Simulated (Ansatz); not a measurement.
## WS2 (Tungstenite): given cell or relaxed cell?

How far does the choice of cell move the gap? The case is WS2 (Tungstenite).

Method: PBE, HSE06 and G0W0, plane waves, PAW, in Ansatz 0.2.0.

The database entry behind the starting cell differs from other determinations of this structure, so it need not match the best structure at room temperature.

### Step 1. The structure

Symmetry: P6_3/mmc, No. 194, hexagonal system. Conventional cell: a = 3.180 Å, b = 3.180 Å, c = 12.500 Å, α = 90.00°, β = 90.00°, γ = 120.00°. Nearest to W lie 6 S at 2.41 Å. S has 3 W at 2.41 Å nearest. Farther neighbours, and contacts between anions beyond the nearest, are not listed.

The cell and positions come from the Crystallography Open Database and are kept as given unless a step says otherwise. The runs that relaxed it are not among those shown. The default PAW set here is soft_2. Its files were made with PBE.

### Step 2. PBE bands at the given cell

The cheap functional maps the bands first; the places of the edges decide which points the dearer methods must see.

This step: DFT, PBE, plane waves, PAW.

File input.yaml:

```yaml
crystal:
  lattice:
    - [3.18, 0.0, 0.0]
    - [-1.59, 2.753960784, 0.0]
    - [0.0, 0.0, 12.5]
  atoms:
    - { symbol: W, position: [0.3333333333, 0.6666666667, 0.25] }
    - { symbol: W, position: [0.6666666667, 0.3333333333, 0.75] }
    - { symbol: S, position: [0.3333333333, 0.6666666667, 0.625] }
    - { symbol: S, position: [0.6666666667, 0.3333333333, 0.125] }
    - { symbol: S, position: [0.3333333333, 0.6666666667, 0.875] }
    - { symbol: S, position: [0.6666666667, 0.3333333333, 0.375] }
kpoints:
  mp_grid: { grid: [12, 12, 2] }
  band_path:
    path:
      - [[0.0, 0.0, 0.0], [0.5, 0.0, 0.0], [0.33333333, 0.33333333, 0.0], [0.0, 0.0, 0.0], [0.0, 0.0, 0.5], [0.5, 0.0, 0.5], [0.33333333, 0.33333333, 0.5], [0.0, 0.0, 0.5]]
      - [[0.5, 0.0, 0.5], [0.5, 0.0, 0.0]]
      - [[0.33333333, 0.33333333, 0.5], [0.33333333, 0.33333333, 0.0]]
    npoints: 10
hamiltonian:
  xc: pbe
scf:
  occupations: { method: fermi_dirac, width: 0.02 }
  n_extra_bands: 6
output:
  eigenvalues: true
  write_density: true
  write_potential: true
  elf: true
  volumetric_format: npy
```

Started as:

```
ansatz run input.yaml --threads 3 --pin off --max-ram 64512MiB --backend cuda --events-out ev --progress --plain --runs-dir out --devices 1 --max-vram 24GiB
```

The program printed:

```text
scf.n_extra_bands = 6 over 26 filled bands (N_el = 52.0): the run solves 32 bands
GPUs: using 1 of 1 available (devices: 1).
Engine: ansatz 0.2.0, x86_64-unknown-linux-gnu
Pseudopotentials: kind: paw
Pseudopotential: W, paw, valence charge 14, recommended cutoff 420 eV (normal), W.paw.azcp
Pseudopotential: S, paw, valence charge 6, recommended cutoff 420 eV (normal), S.paw.azcp
Functional definition: PBE
  parameter kappa = 0.804
  parameter beta = 0.066725
  exchange = pbe_x(kappa = kappa, mu = beta*pi^2/3)
  correlation = pbe_c(beta = beta)
device memory: the entry about to start is reckoned to put 2.8 GiB on a device that reports 70.0 GiB free (of which the cap on the GPU budget leaves the run 24.0 GiB)
GPU FFT provider: cuFFT
GPU libraries: cuBLAS 13.8.2, cuFFT 12.4.0, cuSOLVER 12.3.4
Crystal: 6 atoms, lattice volume = 109.470 Å³
Basis set: ecut = 420 eV, 2129 PW (Γ)
Bands: 32, of which v1, the nominal top of the filled ones, is band 26 counted from 1 (25 counted from 0)
Symmetry: 24 space group operations
Space group: P63/mmc (ITA 194), of the structure as read, at distance tolerance 4.8e-5 Å
k-points: 38 of 288
Non-local potential: W, projectors of the file, l = 0: 3, l = 1: 2, l = 2: 2, l = 3: 1
Non-local potential: S, projectors of the file, l = 0: 2, l = 1: 2, l = 2: 2
PAW form: soft (Blöchl's): semilocal exchange-correlation on the pseudo side does not see the compensation charge
PAW one-centre angular grid: W, 590 points (default); XC on 64 Gauss nodes
PAW one-centre angular grid: S, 110 points (default); XC on 64 Gauss nodes
Initial density: superposition of atomic densities (neutral atoms: chi_scale 0, normalization atom), corrected by the library's trained network
Initial wavefunctions: pseudopotential atomic-orbital guess
GPU buffer pool allocated for 51840 grid points (all kernels)
GPU transforms: local potential and band sums: pruned to the plane-wave sphere, on 24×24×90
Functional: x = pbe(κ = 0.804, μ = 0.219515), c = pbe(β = 0.066725)
SCF iter   1: F=—  HF=-24382.790702 eV  |F-HF|=—  |Δ(HF+E_count)|=         —  Δρ=5.08e-3  dr2=1.58e-2  ethr=1.77e-3  ⟨swp⟩=6.8  Hψ=5856  notcnv=0
preconditioner: auto → Resta (q_TF=auto, 2.410 Å⁻¹)  ε∞=7.5  [insulator: Δε(μ)=1.041 eV  Ē_g=8.375 eV  σ=0.020 eV  W_gap=1.00  n_scr=26 (ndim 8)  ℏωp=21.3 eV  f_vac=0.025  D(μ)=0.00/eV (n_scr^D=0)  ε∞_Penn≈7.5]
SCF iter   2: F=—  HF=-24382.795254 eV  |F-HF|=—  |Δ(HF+E_count)|=   4.55e-3  Δρ=2.71e-3  dr2=2.08e-3  ethr=3.05e-5  ⟨swp⟩=2.7  Hψ=2147  notcnv=0  defer=19
SCF iter   3: F=—  HF=-24382.799053 eV  |F-HF|=—  |Δ(HF+E_count)|=   3.80e-3  Δρ=1.18e-3  dr2=4.41e-4  ethr=3.99e-6  ⟨swp⟩=2.1  Hψ=1904  notcnv=0  defer=19
SCF iter   4: F=—  HF=-24382.800012 eV  |F-HF|=—  |Δ(HF+E_count)|=   9.59e-4  Δρ=6.46e-5  dr2=5.57e-6  ethr=8.48e-7  ⟨swp⟩=2.0  Hψ=1957  notcnv=0  defer=19
SCF iter   5: F=—  HF=-24382.800076 eV  |F-HF|=—  |Δ(HF+E_count)|=   6.39e-5  Δρ=1.40e-5  dr2=2.47e-7  ethr=1.07e-8  ⟨swp⟩=2.0  Hψ=1981  notcnv=0  defer=19
SCF iter   6: F=-24382.800076 eV  HF=-24382.800076 eV  |F-HF|=1.32e-8  |Δ(HF+E_count)|=   4.35e-8  Δρ=4.97e-6  dr2=3.39e-8  ethr=1.92e-10  ⟨swp⟩=5.0  Hψ=3387  notcnv=0
SCF 1 converged in 6 iterations: F = -24382.800076 eV  dr2 = 3.39e-8
[...]
device memory: the entry about to start is reckoned to put 4.1 GiB on a device that reports 70.0 GiB free (of which the cap on the GPU budget leaves the run 24.0 GiB)
NSCF: frozen V_eff on 93 k-points, pencils in batches of 32, up to order 144
SCF converged after 6 iterations
Free energy (F): -24382.800076 eV
Harris-Foulkes:  -24382.800076 eV  (|F-HF|=1.32e-8)
Internal energy: -24382.800076 eV  (E = F + TS)
E sigma→0 (E₀):  -24382.800076 eV
Fermi energy:    11.770596 eV
--- Per-component energies (eV) ---
  E_band       = -396.018224
  E_kinetic    = 1332.608857
  E_local      = -3640.450374  (includes V_loc(G=0)·N_el)
  E_nonlocal   = 114.706317
  E_hartree    = 1448.734833
  E_xc         = -924.382891
  E_vxc        = -830.174297  (∫ρ·V_xc dr)
  E_paw        = -19526.253582  (= ΣΔE_a)
  E_vpaw       = -270.179726  (= ΣTr[D̂ρ^β])
  E_aug_tail   = -0.000119  (compensation charges beyond the density's cutoff)
  E_ewald      = -3187.763116
  E_smearing   = -0.000000  (= −TS)
  E_closure    = 0.000000  (closes the sum)
  Σ components = -24382.800076   (vs F -24382.800076, Δ=0.00e0)
--- Band table (eV; the first three rows and the last of 38) ---
  k-point 0: bands = [... 22 lower, 8.9992, 9.6946, 10.1737, 11.2656, 13.5107, 13.5107, 13.5185, 13.5185, ... 2 higher]
  k-point 1: bands = [... 22 lower, 8.9779, 8.9779, 10.9618, 10.9618, 13.5075, 13.5075, 13.5075, 13.5075, ... 2 higher]
  k-point 2: bands = [... 22 lower, 9.0316, 9.8655, 10.1766, 11.0492, 13.4090, 13.4104, 13.4680, 13.4953, ... 2 higher]
  k-point 37: bands = [... 22 lower, 8.2313, 8.2313, 10.6058, 10.6058, 12.4366, 12.4366, 13.9181, 13.9181, ... 2 higher]
```

Elapsed: 4.5 s, on 1 × NVIDIA H100 80GB HBM3 (shared by 3 runs) with 3 threads of AMD EPYC 7R13 (Zen 3), shared host; peak memory 0.99 GiB.

This step gave:

| Item | Value |
| --- | --- |
| filled bands | 26 |
| gap | 1.046 eV |
| valence top at | Γ |
| conduction bottom at | k = (0.167, 0.167, 0.000) |
| least direct gap | 1.739 eV |

The gap is indirect, with the least direct gap 0.69 eV higher.

### Step 3. The relaxed cell

Cell and ions were relaxed with PBE-D3(BJ); that run is not shown. It left this cell:

The structure is hexagonal, space group P6_3/mmc (No. 194). Conventional cell: a = 3.154 Å, b = 3.154 Å, c = 12.145 Å, α = 90.00°, β = 90.00°, γ = 120.00°. Nearest to W lie 6 S at 2.41 Å. Nearest to S lie 3 W at 2.41 Å. Farther neighbours, and contacts between anions beyond the nearest, are not listed.

### Step 4. PBE at the relaxed cell

The cell differs from the one that the last finished run ended in (a 3.180 → 3.154 Å, b 3.180 → 3.154 Å, c 12.500 → 12.145 Å).

input.yaml, the sections that differ from step 2:

```yaml
crystal:
  lattice:
    - [3.1537707027, 0.0, 0.0]
    - [-1.5768853514, 2.7312455463, 0.0]
    - [0.0, 0.0, 12.1446516348]
  atoms:
    - { symbol: W, position: [0.3333333333, 0.6666666667, 0.25] }
    - { symbol: W, position: [0.6666666667, 0.3333333333, 0.75] }
    - { symbol: S, position: [0.3333333333, 0.6666666667, 0.6203178363] }
    - { symbol: S, position: [0.6666666667, 0.3333333333, 0.1203178363] }
    - { symbol: S, position: [0.3333333333, 0.6666666667, 0.8796821637] }
    - { symbol: S, position: [0.6666666667, 0.3333333333, 0.3796821637] }
# kpoints, hamiltonian, scf, output: as in step 2
```

The program printed:

```text
[...]
GPUs: using 1 of 1 available (devices: 1).
[...]
GPU FFT provider: cuFFT
GPU libraries: cuBLAS 13.8.2, cuFFT 12.4.0, cuSOLVER 12.3.4
Crystal: 6 atoms, lattice volume = 104.611 Å³
Basis set: ecut = 420 eV, 2033 PW (Γ)
Bands: 32, of which v1, the nominal top of the filled ones, is band 26 counted from 1 (25 counted from 0)
Symmetry: 24 space group operations
[...]
k-points: 38 of 288
[...]
--- Band table (eV; the first three rows and the last of 38) ---
  k-point 0: bands = [... 22 lower, 9.8485, 10.6452, 10.7693, 12.0669, 14.3186, 14.3186, 14.3316, 14.3316, ... 2 higher]
  k-point 1: bands = [... 22 lower, 9.8144, 9.8144, 11.7575, 11.7575, 14.3052, 14.3052, 14.3052, 14.3052, ... 2 higher]
  k-point 2: bands = [... 22 lower, 9.8437, 10.7715, 10.7869, 11.8195, 14.1980, 14.2196, 14.2218, 14.2862, ... 2 higher]
  k-point 37: bands = [... 22 lower, 8.8953, 8.8953, 11.3598, 11.3598, 13.3291, 13.3291, 14.5672, 14.5672, ... 2 higher]
[key lines of the parts left out:]
SCF converged after 7 iterations
Free energy (F): -24382.708922 eV
Fermi energy:    12.494546 eV
```

Elapsed: 4.8 s, on 1 × NVIDIA H100 80GB HBM3 (shared by 3 runs) with 3 threads; peak memory 0.99 GiB.

Read from the output:

```yaml
gap: 0.8912 eV
valence_top_at: Γ
conduction_bottom_at: k = (0.167, 0.167, 0.000)
least_direct_gap: 1.832 eV
```

The gap is indirect, with the least direct gap 0.94 eV higher.

### Step 5. HSE06 at the relaxed cell

HSE06 mixes in a quarter of exact exchange at short range. Exchange couples all pairs of k points, which makes a full band path dear, so levels are read on the mesh and at chosen points.

This step: DFT, HSE06, plane waves, PAW.

input.yaml, the sections that differ from step 4:

```yaml
kpoints:
  mp_grid: { grid: [6, 6, 2] }
  band_path:
    path:
      - [0.0, 0.0, 0.0]
      - [0.5, 0.0, 0.0]
      - [0.33333333, 0.33333333, 0.0]
      - [0.0, 0.0, 0.5]
      - [0.5, 0.0, 0.5]
      - [0.33333333, 0.33333333, 0.5]
      - [0.1666666667, 0.1666666667, 0.0]
    npoints: 1
hamiltonian:
  xc: hse06
scf:
  occupations: { method: fixed }
  n_extra_bands: 6
# crystal, output: as in step 4
```

The program printed:

```text
[...]
GPUs: using 1 of 1 available (devices: 1).
[...]
davidson cushion auto → on  (no smearing: the cushion is to keep the highest requested band from converging to the state above it; pin scf.eigensolver.cushion to override)
[...]
GPU FFT provider: cuFFT
GPU libraries: cuBLAS 13.8.2, cuFFT 12.4.0, cuSOLVER 12.3.4
Crystal: 6 atoms, lattice volume = 104.611 Å³
Basis set: ecut = 420 eV, 2033 PW (Γ)
[...]
Fermi energy:    11.748588 eV
[...]
--- Band table (eV; the first three rows and the last of 14) ---
  k-point 0: bands = [... 22 lower, 9.2733, 10.0299, 10.3300, 11.7486, 14.6572, 14.6572, 14.6901, 14.6901, ... 2 higher]
  k-point 1: bands = [... 22 lower, 9.2341, 9.2341, 11.3861, 11.3861, 14.6664, 14.6664, 14.6664, 14.6664, ... 2 higher]
  k-point 2: bands = [... 22 lower, 9.0350, 9.9984, 10.2791, 10.7574, 13.8496, 14.2629, 14.5508, 14.5822, ... 2 higher]
  k-point 13: bands = [... 22 lower, 8.1015, 8.1015, 11.0014, 11.0014, 13.4731, 13.4731, 14.9682, 14.9682, ... 2 higher]
[key lines of the parts left out:]
Free energy (F): -24386.806332 eV
```

Elapsed: 20 s, on 1 × NVIDIA H100 80GB HBM3 (shared by 3 runs) with 3 threads; peak memory 1.4 GiB; 25 s of CPU time.

Read from the output:

```
gap                  : 1.405 eV
valence top at       : Γ
conduction bottom at : k = (0.167, 0.167, 0.000)
least direct gap     : 2.327 eV
```

The gap stands +0.51 eV against PBE.

### Step 6. G0W0 at the relaxed cell

Now the one-shot GW correction: screening in the RPA, then the self-energy of the levels asked for.

This step: G0W0 on PBE, plane waves, PAW.

File input.yaml:

```yaml
crystal:
  lattice:
    - [3.1537707027, 0.0, 0.0]
    - [-1.5768853514, 2.7312455463, 0.0]
    - [0.0, 0.0, 12.1446516348]
  atoms:
    - { symbol: W, position: [0.3333333333, 0.6666666667, 0.25] }
    - { symbol: W, position: [0.6666666667, 0.3333333333, 0.75] }
    - { symbol: S, position: [0.3333333333, 0.6666666667, 0.6203178363] }
    - { symbol: S, position: [0.6666666667, 0.3333333333, 0.1203178363] }
    - { symbol: S, position: [0.3333333333, 0.6666666667, 0.8796821637] }
    - { symbol: S, position: [0.6666666667, 0.3333333333, 0.3796821637] }
kpoints:
  mp_grid: { grid: [6, 6, 2] }
hamiltonian:
  xc: pbe
scf:
  occupations: { method: fixed }
gw:
  n_empty_bands: 385
  ecut_chi: 138
  qp_bands: [v2, c2]
  qp_kpoints: band_edges
  screening: { model: contour_deformation }
```

The program printed:

```text
GPUs: using 1 of 1 available (devices: 1).
[...]
GPU FFT provider: cuFFT
GPU libraries: cuBLAS 13.8.2, cuFFT 12.4.0, cuSOLVER 12.3.4
Crystal: 6 atoms, lattice volume = 104.611 Å³
Basis set: ecut = 420 eV, 2033 PW (Γ)
Bands: 32, of which v1, the nominal top of the filled ones, is band 26 counted from 1 (25 counted from 0)
Symmetry: 24 space group operations
[...]
k-points: 14 of 72
[...]
1    28     14.3054   -13.7493    -4.2993   -18.3472  0.7569    14.6055    14.6041  root
[...]
13    25     11.3616   -18.8244     0.5271   -18.0533  0.7598    11.1171    11.1177  root
    13    26     11.3616   -18.8244     0.5271   -18.0533  0.7598    11.1171    11.1177  root
    13    27     13.3293   -15.7558    -3.9401   -19.9348  0.7575    13.5690    13.5683  root
    13    28     13.3293   -15.7558    -3.9401   -19.9348  0.7575    13.5690    13.5683  root
[key lines of the parts left out:]
SCF converged after 6 iterations
Free energy (F): -24382.705714 eV
Fermi energy:    12.066397 eV
```

Run time: 16 s. Hardware: 1 × NVIDIA H100 80GB HBM3 (shared by 3 runs) with 3 threads; peak memory 1.6 GiB.

Read from the output:

```
bands summed                                 : 411
RPA ε∞ on this mesh (eigenvalues)            : 6.393, 14.20, 14.20
plane waves in the screening matrix          : 341
G0W0 gap on the mesh                         : 1.266 eV
k of the valence top                         : 0, 0, 0
k of the conduction bottom                   : 0.1667, 0.1667, 0
starting gap on the mesh                     : 0.8925 eV
least direct G0W0 gap on the computed points : 2.298 eV
```

The gap on the mesh goes from 0.89 eV to 1.27 eV, a correction of +0.37 eV. Between the two edge states, bare exchange in place of the xc potential would open the gap by 4.58 eV, and correlation takes back 4.21 eV.

### Step 7. G0W0 at the given cell

File input.yaml:

```yaml
crystal:
  lattice:
    - [3.18, 0.0, 0.0]
    - [-1.59, 2.753960784, 0.0]
    - [0.0, 0.0, 12.5]
  atoms:
    - { symbol: W, position: [0.3333333333, 0.6666666667, 0.25] }
    - { symbol: W, position: [0.6666666667, 0.3333333333, 0.75] }
    - { symbol: S, position: [0.3333333333, 0.6666666667, 0.625] }
    - { symbol: S, position: [0.6666666667, 0.3333333333, 0.125] }
    - { symbol: S, position: [0.3333333333, 0.6666666667, 0.875] }
    - { symbol: S, position: [0.6666666667, 0.3333333333, 0.375] }
kpoints:
  mp_grid: { grid: [6, 6, 2] }
hamiltonian:
  xc: pbe
scf:
  occupations: { method: fixed }
gw:
  n_empty_bands: 402
  ecut_chi: 138
  qp_bands: [v2, c2]
  qp_kpoints: band_edges
  screening: { model: contour_deformation }
```

The program printed:

```text
GPUs: using 1 of 1 available (devices: 1).
[...]
GPU FFT provider: cuFFT
GPU libraries: cuBLAS 13.8.2, cuFFT 12.4.0, cuSOLVER 12.3.4
Crystal: 6 atoms, lattice volume = 109.470 Å³
Basis set: ecut = 420 eV, 2129 PW (Γ)
Bands: 32, of which v1, the nominal top of the filled ones, is band 26 counted from 1 (25 counted from 0)
Symmetry: 24 space group operations
[...]
k-points: 14 of 72
[...]
1    28     13.5077   -13.6700    -4.3118   -18.2965  0.7547    13.8240    13.8223  root
[...]
13    25     10.6075   -18.8759     0.4915   -18.1348  0.7562    10.3573    10.3580  root
    13    26     10.6075   -18.8759     0.4915   -18.1348  0.7562    10.3573    10.3580  root
    13    27     12.4366   -15.7105    -3.8789   -19.8326  0.7542    12.6807    12.6798  root
    13    28     12.4366   -15.7105    -3.8789   -19.8326  0.7542    12.6807    12.6798  root
[key lines of the parts left out:]
SCF converged after 6 iterations
Free energy (F): -24382.796141 eV
Fermi energy:    11.265030 eV
```

It took 15 s on 1 × NVIDIA H100 80GB HBM3 (shared by 3 runs) with 3 threads; peak memory 1.7 GiB.

This step gave:

```yaml
bands_summed: 428
rpa_eps_infinity_on_this_mesh_eigenvalues: 5.409, 14.00, 14.00
plane_waves_in_the_screening_matrix: 365
g0w0_gap_on_the_mesh: 1.437 eV
k_of_the_valence_top: 0, 0, 0
k_of_the_conduction_bottom: 0.1667, 0.1667, 0
starting_gap_on_the_mesh: 1.047 eV
least_direct_g0w0_gap_on_the_computed_points: 2.218 eV
```

The gap on the mesh goes from 1.05 eV to 1.44 eV, a correction of +0.39 eV. Between the two edge states, bare exchange in place of the xc potential would open the gap by 4.64 eV, and correlation takes back 4.25 eV.

### Step 8. Together

G0W0 rows are gaps on the mesh, lowered where the mesh misses an edge of the band path.

```
   level  given cell (eV)  relaxed cell (eV)  change (eV)
     PBE             1.05               0.89        −0.15
   HSE06                -               1.41            -
G0W0@PBE             1.44               1.27        −0.17
```

### Step 9. Results

* volume change: −4.4 %
* PBE, given cell: 1.05 eV
* PBE, relaxed cell: 0.89 eV
* HSE06, relaxed cell: 1.41 eV
* G0W0@PBE, relaxed cell: 1.27 eV
* G0W0@PBE, given cell: 1.44 eV
* known limits: short of the basis limit; no spin-orbit coupling

In words: Relaxation changes the volume by −4.4 % and the gap by −0.15 eV (PBE) and −0.17 eV (G0W0@PBE). Bands and cutoff are finite, so the gap stands short of the basis limit, usually by up to a few tenths of an eV; the mesh is an error of its own. The many-body steps are scalar-relativistic: spin-orbit coupling is not in them.

[Long decimals in the printed logs are rounded to 6 places.]

[Logs are printed without paths, hosts, clocks, repeated set-up lines and the standing remarks that a program may print on its own settings, such as how far it seeks lower states.]

[Paths, hosts, dates, memory and timing lines, banners, echoed tables and standing remarks are left out of the program output; an Ansatz launch command may be rebuilt from the run's recorded settings. Measured values are a selection of at most five: reports struck by readers or far from the other reports are left out. None is set beside runs whose start may be inverted or whose files or cutoffs have a known fault.]

[Runs of the session that timed out or met a known fault of the program may be left out.]

[Cells called generated may have been cut or substituted from an entry of the Crystallography Open Database or the Materials Project.]

[Hosts, paths, dates, database ids (printed as entryN), source tags and the programs' standing remarks are cut or masked in the printed files.]

[Where the starting crystal was built by hand or by swapping elements, it need not be the compound's stable phase.]
